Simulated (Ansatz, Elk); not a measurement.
# How far do independent atoms describe Hf3Fe?

Structure refinements treat a crystal as free atoms side by side. For a made-up structure of Hf3Fe (cell and positions from a PBEsol relaxation) the runs below show what the calculated density changes in F(hkl).

Method: DFT, PBE, all-electron APW+lo, Dirac cores, scalar-relativistic bands, static density, no spin, in Elk 11.2.3 (patched build).

The structure was built from a prototype and need not be the compound's stable phase.

## 1. Starting point

Symmetry: P6_3/mmc, No. 194, hexagonal system. The conventional cell has a = 6.297 Å, b = 6.297 Å, c = 4.284 Å, α = 90.00°, β = 90.00°, γ = 120.00°. Hf has 2 Fe at 2.71 Å and 6 Hf at 2.88 to 2.91 Å nearest. Fe has 6 Hf at 2.71 Å nearest. Farther neighbours are not listed.

Coordinates:

```cif
data_structure
_symmetry_space_group_name_H-M 'P6_3/mmc'
_symmetry_Int_Tables_number 194
_cell_length_a 6.2968
_cell_length_b 6.2968
_cell_length_c 4.2845
_cell_angle_alpha 90.000
_cell_angle_beta 90.000
_cell_angle_gamma 120.000
_cell_volume 147.12
loop_
_atom_site_label
_atom_site_type_symbol
_atom_site_symmetry_multiplicity
_atom_site_Wyckoff_symbol
_atom_site_fract_x
_atom_site_fract_y
_atom_site_fract_z
_atom_site_occupancy
Hf1 Hf 6 h 0.18104 0.81896 0.75000 1
Fe1 Fe 2 c 0.66667 0.33333 0.75000 1
```

## 2. Ground state and structure factors

An all-electron density is needed, since X-rays see the cores too. Task 0 finds the density and task 195 Fourier-transforms it; tshift is off so that phases refer to the origin typed.

File elk.in:

```
tasks
  0
  195

xctype
  20

spinpol
  .false.

rgkmax
  7.0

gmaxvr
  14.0

lmaxo
  7

lmaxapw
  8

swidth
  0.002

tshift
  .false.

ramdisk
  .false.

hmaxvr
  5.5

maxscl
  120

epspot
  1e-06

sppath
  './'

avec
  11.89916263942 -0.00000000000 0.00000000000
  -5.94958131971 10.30497712950 -0.00000000000
  0.00000000000 -0.00000000000 8.09648295472

atoms
  2
  'Hf.in'
  6
  0.1810442277 0.8189557723 0.7500000000   0.000000 0.000000 0.000000
  0.1810442277 0.3620884554 0.7500000000   0.000000 0.000000 0.000000
  0.6379115446 0.8189557723 0.7500000000   0.000000 0.000000 0.000000
  0.8189557723 0.6379115446 0.2500000000   0.000000 0.000000 0.000000
  0.3620884554 0.1810442277 0.2500000000   0.000000 0.000000 0.000000
  0.8189557723 0.1810442277 0.2500000000   0.000000 0.000000 0.000000
  'Fe.in'
  2
  0.6666666667 0.3333333333 0.7500000000   0.000000 0.000000 0.000000
  0.3333333333 0.6666666667 0.2500000000   0.000000 0.000000 0.000000

ngridk
  4 4 5
```

Launch:

```sh
OMP_NUM_THREADS=4 elk
```

Numbers of over 12 decimals in the logs are rounded to 6 here.

Output:

```text
┌─────────────────────────┐
│ Elk code version 11.2.3 │
└─────────────────────────┘

All units are atomic (Hartree, Bohr, etc.)

┌─────────────────────────────────────────────────┐
│ Ground-state run starting from atomic densities │
└─────────────────────────────────────────────────┘

Lattice vectors :
   11.89916264      -0.000000000       0.000000000
  -5.949581320       10.30497713      -0.000000000
   0.000000000      -0.000000000       8.096482955

Reciprocal lattice vectors :
  0.5280359213      0.3048616813       0.000000000
   0.000000000      0.6097233626       0.000000000
   0.000000000       0.000000000      0.7760388483

Unit cell volume      :    992.7955886
Brillouin zone volume :   0.2498502373

Muffin-tin inner radius fraction :   0.1000000000E-01

Nuclei treated as point charges

Species : 1 (Hf)
 parameters loaded from : Hf.in
 name : hafnium
 nuclear charge    :   -72.00000000
 electronic charge :    72.00000000
 atomic mass :    325367.3659
 muffin-tin radius :    2.682214545
 number of radial points in muffin-tin :   1393
 inner part over the whole radius :   0.9947676687E-02
 number on inner part of muffin-tin    :    998
 approximate nuclear radius :   0.1000320365E-03
 number of mesh points to nuclear radius :    519
 atomic positions (lattice), magnetic fields (Cartesian) :
  1 :   0.18104423 -0.18104423 -0.25000000    0.00000000  0.00000000  0.00000000
  2 :   0.18104423  0.36208846 -0.25000000    0.00000000  0.00000000  0.00000000
  3 :  -0.36208846 -0.18104423 -0.25000000    0.00000000  0.00000000  0.00000000
  4 :  -0.18104423 -0.36208846  0.25000000    0.00000000  0.00000000  0.00000000
  5 :   0.36208846  0.18104423  0.25000000    0.00000000  0.00000000  0.00000000
  6 :  -0.18104423  0.18104423  0.25000000    0.00000000  0.00000000  0.00000000

Species : 2 (Fe)
 parameters loaded from : Fe.in
 name : iron
 nuclear charge    :   -26.00000000
 electronic charge :    26.00000000
 atomic mass :    101799.2075
 muffin-tin radius :    2.390237783
 number of radial points in muffin-tin :    993
 inner part over the whole radius :   0.9908155267E-02
 number on inner part of muffin-tin    :    700
 approximate nuclear radius :   0.7160107270E-04
 number of mesh points to nuclear radius :    332
 atomic positions (lattice), magnetic fields (Cartesian) :
  1 :  -0.33333333  0.33333333 -0.25000000    0.00000000  0.00000000  0.00000000
  2 :   0.33333333 -0.33333333  0.25000000    0.00000000  0.00000000  0.00000000

Total number of atoms per unit cell :    8
Total muffin-tin volume :    599.3803587
 ratio of muffin-tin to unit cell volume :   0.6037298771

Spin treatment :
 spin-unpolarised

Number of Bravais lattice symmetries :   24
Number of crystal symmetries         :   24
Crystal has inversion symmetry
Real symmetric eigensolver will be used

k-point grid :      4     4     5
k-point offset :    0.000000000       0.000000000       0.000000000
k-point set is reduced with full crystal symmetry group
Total number of k-points :       12

Muffin-tin radius times maximum |G+k| :    7.000000000
 using average radius
Maximum |G+k| for APW functions       :    2.682793728
Maximum (1/2)|G+k|²                   :    3.598691092
Maximum |G| for potential and density :    14.00000000
Constant for pseudocharge density :    9
 order of it for each species :   16  16
 order of it for pair densities of each species (exact exchange by exxq0 0: 17) :   10   7
Radial integration step length :    1

G-vector grid sizes :     54    54    40
Number of G-vectors :    45955

Maximum angular momentum used for
 APW functions            :    8
 outer part of muffin-tin :    7
 inner part of muffin-tin :    2

Total nuclear charge    :   -484.0000000
Total core charge       :    296.0000000
Total valence charge    :    188.0000000
Total excess charge     :    0.000000000
Total electronic charge :    484.0000000

Effective Wigner radius, rₛ :   0.7882100281

Number of empty states         :     32
Total number of valence states :    127
[...]
electron-nuclear            :     -214216.76629776
 Hartree                     :      28097.297876444
 Madelung                    :     -115946.33271744
 xc potential                :     -2559.4015438655
 exchange                    :     -1943.3103889185
 correlation                 :     -28.455879216745
 electron entropic           :    -0.26077014596523E-02
 total energy                :     -93131.073163685

Density of states at Fermi energy :    201.4188018
 (states/Hartree/unit cell)

Estimated indirect band gap :   0.1502834273E-02
 from k-point 2 to k-point 2
Estimated direct band gap   :   0.1502834273E-02
 at k-point 2

Charges :
 core                        :    296.0000000
 valence                     :    188.0000000
 interstitial                :    11.42583979
 muffin-tins (core leakage)
  species : 1 (Hf)
[...]
species : 2 (Fe)
[...]
total in muffin-tins        :    472.5741602
 total calculated charge     :    484.0001941
 total charge                :    484.0000000
 error                       :   0.1940823566E-03

RMS change in Kohn-Sham potential (target) :   0.4949395973     (  0.1000000000E-05)
Absolute change in total energy (target)   :   0.9465934628     (  0.1000000000E-03)

[... loops 3 to 19 left out ...]

┌──────────────────┐
│ Loop number : 20 │
└──────────────────┘

Energies :
 Fermi                       :     0.357110
 sum of occupied eigenvalues :     -56855.866018859
 electron kinetic            :      103914.88369512
 core electron kinetic       :      100398.52922563
 Coulomb                     :     -195075.85637087
 Coulomb potential           :     -158192.79522524
 nuclear-nuclear             :     -8941.7612314120
 electron-nuclear            :     -214283.60714947
 Hartree                     :      28149.512010014
 Madelung                    :     -115979.45875825
 xc potential                :     -2577.9544887372
 exchange                    :     -1943.0644232202
 correlation                 :     -28.466655976627
 electron entropic           :    -0.27160614647148E-02
 total energy                :     -93132.506471009

Density of states at Fermi energy :    200.6238968
 (states/Hartree/unit cell)

Estimated indirect band gap :   0.2239228379E-02
 from k-point 2 to k-point 10
Estimated direct band gap   :   0.4741425735E-02
 at k-point 5

Charges :
 core                        :    296.0000000
 valence                     :    188.0000000
 interstitial                :    11.73542388
 muffin-tins (core leakage)
  species : 1 (Hf)
[...]
species : 2 (Fe)
[...]
total in muffin-tins        :    472.2645761
 total calculated charge     :    484.0001083
 total charge                :    484.0000000
 error                       :   0.1082573649E-03

RMS change in Kohn-Sham potential (target) :   0.6995023965E-06 (  0.1000000000E-05)
Absolute change in total energy (target)   :   0.2178183058E-04 (  0.1000000000E-03)

Convergence targets achieved

┌──────────────────┐
│ Loop number : 21 │
└──────────────────┘

Energies :
 Fermi                       :     0.357110
 sum of occupied eigenvalues :     -56855.866080860
 electron kinetic            :      103914.88361975
 core electron kinetic       :      100398.52918656
 Coulomb                     :     -195075.85636043
 Coulomb potential           :     -158192.79520837
 nuclear-nuclear             :     -8941.7612314120
 electron-nuclear            :     -214283.60715148
 Hartree                     :      28149.512022465
 Madelung                    :     -115979.45875624
 xc potential                :     -2577.9544922387
 exchange                    :     -1943.0644197970
 correlation                 :     -28.466655946463
 electron entropic           :    -0.27160601583787E-02
 total energy                :     -93132.506532478

Density of states at Fermi energy :    200.6237534
 (states/Hartree/unit cell)

Estimated indirect band gap :   0.2239242351E-02
 from k-point 2 to k-point 10
Estimated direct band gap   :   0.4741401894E-02
 at k-point 5

Charges :
 core                        :    296.0000000
 valence                     :    188.0000000
 interstitial                :    11.73542554
 muffin-tins (core leakage)
  species : 1 (Hf)
[...]
atom 6                    :    70.32415325     (  0.5161824390E-06)
  species : 2 (Fe)
   atom 1                    :    25.15982748     ( -0.2255760769E-06)
   atom 2                    :    25.15982748     ( -0.2255760769E-06)
 total in muffin-tins        :    472.2645745
 total calculated charge     :    484.0001083
 total charge                :    484.0000000
 error                       :   0.1082566829E-03

┌──────────────────────────────┐
│ Self-consistent loop stopped │
└──────────────────────────────┘

Wrote STATE.OUT
```

Elapsed: 85 s, on 4 threads of Arm Neoverse V1, shared host; peak memory 0.36 GiB.

SFACRHO.OUT:

```text

h k l indices transformed by vhmat matrix:
   1.000000000       0.000000000       0.000000000    
   0.000000000       1.000000000       0.000000000    
   0.000000000       0.000000000       1.000000000    

      h      k      l  multipl.   |H|            Re(F)            Im(F)           |F|

      0      0      0      1   0.0000000       484.00000     -0.30856422E-16   484.00000    
      0      1      0      6  0.60972336       1.9884390      -0.0000000       1.9884390    
      0      0     -1      2  0.77603885     -0.69421774E-13  0.27555613E-13  0.74690659E-13
      0      1     -1      6  0.98691381       97.379334      -0.0000000       97.379334    
      1      0     -1      6  0.98691381      -97.379334     -0.13088916E-12   97.379334    
     -1     -1      0      6   1.0560718      -74.369631      0.10127666E-13   74.369631    
     -2      0      0      6   1.2194467      -200.97758      0.24800052E-12   200.97758    
      1      1      1     12   1.3105434     -0.90966614E-13 -0.27555613E-13  0.95048602E-13
      2     -2     -1      6   1.4454365       332.02126      0.28588949E-12   332.02126    
     -2      0      1      6   1.4454365      -332.02126      0.25144497E-12   332.02126    
      0      0      2      2   1.5520777      -387.64709      0.16106780E-15   387.64709    
      2     -3      0     12   1.6131764       107.09507      0.62000129E-13   107.09507    
     -1      0      2      6   1.6675454      -3.9803285      0.72333484E-13   3.9803285    
      1      0      2      6   1.6675454      -3.9803285     -0.48222323E-13   3.9803285    
     -1     -2      1     12   1.7901325       23.658146     -0.84389065E-13   23.658146    
      3     -2      1     12   1.7901325      -23.658146     -0.31000065E-12   23.658146    
     -3      0      0      6   1.8291701      -84.391557      0.40288269E-12   84.391557    
     -1     -1     -2     12   1.8772940       68.137906     -0.10310357E-13   68.137906
```

Elk indexes on the primitive cell of elk.in and gives |H| = 4π sin θ/λ in inverse bohr. Below, one row stands for each form hkl of the conventional cell (m members, Friedel mates merged), F is for one primitive cell and the density is static (no thermal factor). Free-atom factors are Waasmaier and Kirfel's, and R is Σm||F|−|F'||/Σm|F|.

| hkl | m | sin θ/λ (Å⁻¹) | abs F, DFT | neutral atoms | diff. |
| --- | --- | --- | --- | --- | --- |
| 100 | 6 | 0.092 | 1.988 | 2.284 | -0.296 |
| 001 | 2 | 0.117 | 0.000 | 0.000 | +0.000 |
| 101 | 12 | 0.148 | 97.379 | 97.756 | -0.377 |
| 110 | 6 | 0.159 | 74.370 | 75.063 | -0.694 |
| 200 | 6 | 0.183 | 200.978 | 201.210 | -0.232 |
| 111 | 12 | 0.197 | 0.000 | 0.000 | +0.000 |
| 201 | 12 | 0.217 | 332.021 | 333.406 | -1.385 |
| 002 | 2 | 0.233 | 387.647 | 389.369 | -1.722 |
| 210 | 12 | 0.243 | 107.095 | 107.317 | -0.222 |
| 102 | 12 | 0.251 | 3.980 | 3.734 | +0.247 |
| 211 | 24 | 0.269 | 23.658 | 23.397 | +0.261 |
| 300 | 6 | 0.275 | 84.392 | 84.300 | +0.091 |
| 112 | 12 | 0.282 | 68.138 | 67.875 | +0.263 |
| 202 | 12 | 0.297 | 174.692 | 175.019 | -0.327 |
| 301 | 12 | 0.299 | 113.608 | 113.891 | -0.283 |
| 220 | 6 | 0.318 | 318.977 | 319.535 | -0.558 |
| 310 | 12 | 0.331 | 8.285 | 8.322 | -0.036 |
| 212 | 24 | 0.337 | 96.528 | 96.612 | -0.085 |

## 3. The highest occupied states alone

An energy window below the Fermi level keeps the highest occupied states, to see at which angles they scatter; shallow core shells can lie inside it and anion s states outside. No new self-consistency is needed.

elk.in: that of step 2 with these lines changed.

```diff
@@ -1,3 +1,2 @@
 tasks
-  0
   195
@@ -40,2 +39,5 @@
 
+wsfac
+  -0.194130 0.657110
+
 sppath
```

Launch:

```sh
OMP_NUM_THREADS=4 elk
```

Output:

```text
┌─────────────────────────────────┐
│ Elk code version 11.2.3 started │
└─────────────────────────────────┘

Info(readinput): the functional depends on the density's gradient
 muffin-tin radial points multiplied by    2.00000
 (not where nrmtscf is given)

┌────────────────────┐
│ Current task : 195 │
└────────────────────┘
Info(checkmt): changed muffin-tin radius of species 1 (Hf) from   2.8000 to   2.6822
Info(checkmt): changed muffin-tin radius of species 2 (Fe) from   2.4000 to   2.3902

Info(sfacrho): density structure factors written to SFACRHO.OUT

 Energy window :  -0.1941300000      0.6571100000

┌──────────────────┐
│ Elk code stopped │
└──────────────────┘
```

The job ended after 26 s (4 threads; peak memory 0.27 GiB; 33 s of CPU time).

States within 15 eV below the Fermi level hold 124.00 electrons; any levels below the window count with the cores. Their amplitudes can exceed the total, where window and core parts have opposite phase:

```
hkl  sin θ/λ (Å⁻¹)  abs F, window  abs F, all
100          0.092          0.700       1.988
001          0.117          0.000       0.000
101          0.148         19.588      97.379
110          0.159         14.376      74.370
200          0.183         40.746     200.978
111          0.197          0.000       0.000
201          0.217         64.199     332.021
002          0.233         73.727     387.647
210          0.243         20.858     107.095
102          0.251          1.323       3.980
```

## 4. Another functional

The difference from free atoms is small, so it is set against the change that LDA (Perdew-Wang) makes.

elk.in: that of step 3 with these lines changed.

```diff
@@ -1,2 +1,3 @@
 tasks
+  0
   195
@@ -4,3 +5,3 @@
 xctype
-  20
+  3
 
@@ -39,5 +40,2 @@
 
-wsfac
-  -0.194130 0.657110
-
 sppath
```

Launch:

```sh
OMP_NUM_THREADS=4 elk
```

Output:

```text
┌─────────────────────────┐
│ Elk code version 11.2.3 │
└─────────────────────────┘

All units are atomic (Hartree, Bohr, etc.)

┌─────────────────────────────────────────────────┐
│ Ground-state run starting from atomic densities │
└─────────────────────────────────────────────────┘

Lattice vectors :
   11.89916264      -0.000000000       0.000000000
  -5.949581320       10.30497713      -0.000000000
   0.000000000      -0.000000000       8.096482955

Reciprocal lattice vectors :
  0.5280359213      0.3048616813       0.000000000
[...]
valence                     :    188.0000000
 interstitial                :    11.55127997
 muffin-tins (core leakage)
  species : 1 (Hf)
[...]
species : 2 (Fe)
   atom 1                    :    25.17378033     ( -0.3610073888E-05)
   atom 2                    :    25.17378033     ( -0.3610073888E-05)
 total in muffin-tins        :    472.4487200
 total calculated charge     :    484.0000510
 total charge                :    484.0000000
 error                       :   0.5102272854E-04

┌──────────────────────────────┐
│ Self-consistent loop stopped │
└──────────────────────────────┘

Wrote STATE.OUT
[key lines of the parts left out:]
total energy                :     -93073.974391365
```

Elapsed: 46 s, on 4 threads; peak memory 0.27 GiB; 2.2 min of CPU time.

Against the first run R = 0.01 %; the largest change is -0.118 at 220.

## 5. Basis size

The basis and the expansions that go with it are enlarged, to see whether the differences are converged.

elk.in: that of step 4 with these lines changed.

```diff
@@ -5,3 +5,3 @@
 xctype
-  3
+  20
 
@@ -11,12 +11,12 @@
 rgkmax
-  7.0
+  8.5
 
 gmaxvr
-  14.0
+  18.0
 
 lmaxo
-  7
+  9
 
 lmaxapw
-  8
+  10
```

Launch:

```sh
OMP_NUM_THREADS=4 elk
```

Output:

```text
┌─────────────────────────┐
│ Elk code version 11.2.3 │
└─────────────────────────┘

All units are atomic (Hartree, Bohr, etc.)

┌─────────────────────────────────────────────────┐
│ Ground-state run starting from atomic densities │
└─────────────────────────────────────────────────┘

Lattice vectors :
   11.89916264      -0.000000000       0.000000000
  -5.949581320       10.30497713      -0.000000000
   0.000000000      -0.000000000       8.096482955

Reciprocal lattice vectors :
  0.5280359213      0.3048616813       0.000000000
[...]
valence                     :    188.0000000
 interstitial                :    11.64878339
 muffin-tins (core leakage)
  species : 1 (Hf)
[...]
species : 2 (Fe)
   atom 1                    :    25.17698137     ( -0.2255761942E-06)
   atom 2                    :    25.17698137     ( -0.2255761942E-06)
 total in muffin-tins        :    472.3512166
 total calculated charge     :    484.0000367
 total charge                :    484.0000000
 error                       :   0.3669914832E-04

┌──────────────────────────────┐
│ Self-consistent loop stopped │
└──────────────────────────────┘

Wrote STATE.OUT
[key lines of the parts left out:]
total energy                :     -93132.567197626
```

Elapsed: 3.3 min, on 4 threads; peak memory 0.68 GiB; 9 min of CPU time.

Against the first run R = 0.01 %; the largest change is -0.036 at 222.

## 6. Settings against the effect

```csv
run,R against the first run (%),"R against neutral atoms, low angle (%)",wall time
"PBE, rgkmax 7",0.00,0.38,85 s
LDA (Perdew-Wang),0.01,0.38,46 s
rgkmax 8.5 with larger expansions,0.01,0.38,3.3 min
```

## 7. Outcome

```json
{
  "R against neutral atoms, sin θ/λ < 0.3 Å⁻¹": "0.38 %",
  "R against neutral atoms, 0.3 to 0.78 Å⁻¹": "0.22 %"
}
```

**Reading.** Independent neutral atoms miss the calculated amplitudes by R = 0.38 % below 0.3 Å⁻¹ and 0.22 % from there to 0.78 Å⁻¹; by shells, 0.53 % below 0.15 Å⁻¹ (2 forms), 0.37 % 0.15 to 0.3 (11 forms), 0.12 % 0.3 to 0.45 (18 forms), 0.24 % above 0.45 (104 forms). Bonding, aspherical density and the tables' own atoms all enter these figures, and the runs don't part them. The largest change of an amplitude is -1.72 electrons, at 002. The window's part falls from 124.0 electrons at the origin to at most 40.10 between 0.45 and 0.78 Å⁻¹, where compact states inside the window still scatter. The window holds more than the 40 outer electrons of the free atoms, so shallow core shells lie inside it. Below 0.3 Å⁻¹ the changes that finished (LDA (Perdew-Wang) and rgkmax 8.5 with larger expansions) move F by R = 0.02 % at most, against the 0.38 % that separates it from free atoms. The k-mesh has no finished test. These runs have no spin, though d or f shells may be open. Spin-orbit coupling is left out, which can matter for elements this heavy. Part of the difference isn't bonding: the tables are fits to free atoms and ions calculated by other methods than this functional. Thermal motion, anomalous dispersion and extinction are left out.

[Logs are printed without paths, hosts, clocks, repeated set-up lines and the standing remarks that a program may print on its own settings, such as how far it seeks lower states.]

[Hosts, paths, dates, database ids (printed as entryN), source tags and the programs' standing remarks are cut or masked in the printed files.]
